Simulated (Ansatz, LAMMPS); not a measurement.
# What went wrong? aqueous N(CH3)4+ and BF4-, 0.9 mol of salt per kg of water at 300 K (214 atoms)

Program: Ansatz 0.2.0. The cell: 4 C, 1 N, 140 H, 1 B, 4 F and 64 O.

Input file input.yaml:

```yaml
crystal:
  lattice:
    - [12.88883, 0.0, 0.0]
    - [0.0, 12.88883, 0.0]
    - [0.0, 0.0, 12.88883]
  atoms:
    - { symbol: C, position: [0.45921, 0.46575, 0.34649] }
    - { symbol: "N", position: [0.39064, 0.37516, 0.38484] }
    - { symbol: C, position: [0.27994, 0.40162, 0.38544] }
    - { symbol: C, position: [0.41347, 0.27558, 0.33097] }
    - { symbol: C, position: [0.41871, 0.36594, 0.49544] }
    - { symbol: H, position: [0.45086, 0.47152, 0.26349] }
    - { symbol: H, position: [0.53929, 0.44276, 0.36351] }
    - { symbol: H, position: [0.43792, 0.53496, 0.39165] }
    - { symbol: H, position: [0.23855, 0.33556, 0.42787] }
    - { symbol: H, position: [0.26655, 0.47562, 0.42228] }
    - { symbol: H, position: [0.25771, 0.41025, 0.30477] }
    - { symbol: H, position: [0.49428, 0.26994, 0.33147] }
    - { symbol: H, position: [0.3822, 0.2119, 0.37228] }
    - { symbol: H, position: [0.39583, 0.28593, 0.2454] }
    - { symbol: H, position: [0.40269, 0.43728, 0.53656] }
    - { symbol: H, position: [0.50291, 0.35646, 0.49216] }
    - { symbol: H, position: [0.37713, 0.29687, 0.52453] }
    - { symbol: B, position: [0.63223, 0.73735, 0.80078] }
    [... 190 atom lines left out ...]
    - { symbol: O, position: [0.54501, 0.13941, 0.64534] }
    - { symbol: H, position: [0.54004, 0.21311, 0.66909] }
    - { symbol: H, position: [0.59909, 0.10244, 0.6869] }
    - { symbol: O, position: [0.90559, 0.61277, 0.5868] }
    - { symbol: H, position: [0.97252, 0.57787, 0.56886] }
    - { symbol: H, position: [0.90572, 0.63186, 0.662] }
kpoints:
  mp_grid: { grid: [1, 1, 1] }
hamiltonian:
  xc: pbe
  dispersion: d4
scf:
  occupations: { method: gaussian, width: 0.05 }
  convergence: { dr2_threshold: 0.0 }
  max_iter: 80
output:
  forces: true
```

Launch:

```console
$ ansatz run input.yaml --threads 8 --pin off --max-ram 15872MiB --backend cpu --events-out ev --progress --plain --runs-dir out
```

Log:

```text
Error: invalid value for `scf.convergence.dr2_threshold`: must be finite and > 0; got 0 eV
```

Elapsed: 0.03 s, on 8 threads of Intel Xeon Platinum 8259CL at 2.50GHz (Skylake/Cascade Lake), shared host; peak memory 0.042 GiB.

What is at fault here, and what would mend it?

A threshold that can't be met: scf.convergence.dr2_threshold = 0.0.

The fix is to take out scf.convergence.dr2_threshold.

The program refused it before any cycle.

[Long decimals in the printed logs are rounded to 6 places.]

[Logs are printed without paths, hosts, clocks, repeated set-up lines and the standing remarks that a program may print on its own settings, such as how far it seeks lower states.]

[Hosts, paths, dates, database ids (printed as entryN), source tags and the programs' standing remarks are cut or masked in the printed files.]
